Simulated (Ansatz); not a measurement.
Planning a GW calculation on PbS (Galena).

The database entry behind the starting cell differs from later determinations by our own check (about 0.1 % short), so it need not match the best structure at ambient conditions.

Symmetry: Fm-3m, No. 225, cubic system. Conventional cell: a = 5.931 Å, b = 5.931 Å, c = 5.931 Å, α = 90.00°, β = 90.00°, γ = 90.00°. Nearest to Pb lie 6 S at 2.97 Å. S has 6 Pb at 2.97 Å nearest. Farther neighbours and most contacts between anions are not listed.

```
Pb S
1.0
     0.00000    2.96575    2.96575
     2.96575    0.00000    2.96575
     2.96575    2.96575    0.00000
Pb S
1 1
Direct
  0.00000 0.00000 0.00000
  0.50000 0.50000 0.50000
```

The cell and positions come from the Crystallography Open Database and are kept as given unless a step says otherwise. Spin-orbit coupling is left out unless a run names it.

Runs so far (Ansatz 0.2.0, start PBE, PAW set soft_1 files, 4×4×4 mesh). Times are wall times on 1 × NVIDIA GB200 (shared by 2 runs) with 24 threads of Arm Neoverse V2, shared host, good to a factor of about two.

```csv
bands summed,cutoff (eV),gap on the mesh (eV),time
65,60,0.318,2.6 s
165,120,0.472,2.7 s
```

Question: What should the next rung give, with 345 bands and screening to 200 eV, and where is the limit?

The error falls about as one over the bands when the cutoff rises with them. A line through the two highest rungs given predicts 0.525 eV; the run gave 0.605 eV, a miss of 0.081 eV, so the law fails here: the steps don't follow it yet. The two highest rungs put the limit near 0.727 eV, the pair below near 0.573 eV; neither can be trusted until a further rung is run.

Gaps are over the mesh's points; an edge off the mesh would be missed. Limits: not at the basis limit; model gap, bands may invert with spin-orbit coupling; mesh may overstate the screening; no spin-orbit coupling; coarse k mesh.

[Paths, hosts, dates, memory and timing lines, banners, echoed tables and standing remarks are left out of the program output.]

[Logs are printed without paths, hosts, clocks, repeated set-up lines and the standing remarks that a program may print on its own settings, such as how far it seeks lower states.]

[Runs of the session that timed out or met a known fault of the program may be left out.]

[Cells called generated may have been cut or substituted from an entry of the Crystallography Open Database or the Materials Project.]

[Hosts, paths, dates, database ids (printed as entryN), source tags and the programs' standing remarks are cut or masked in the printed files.]
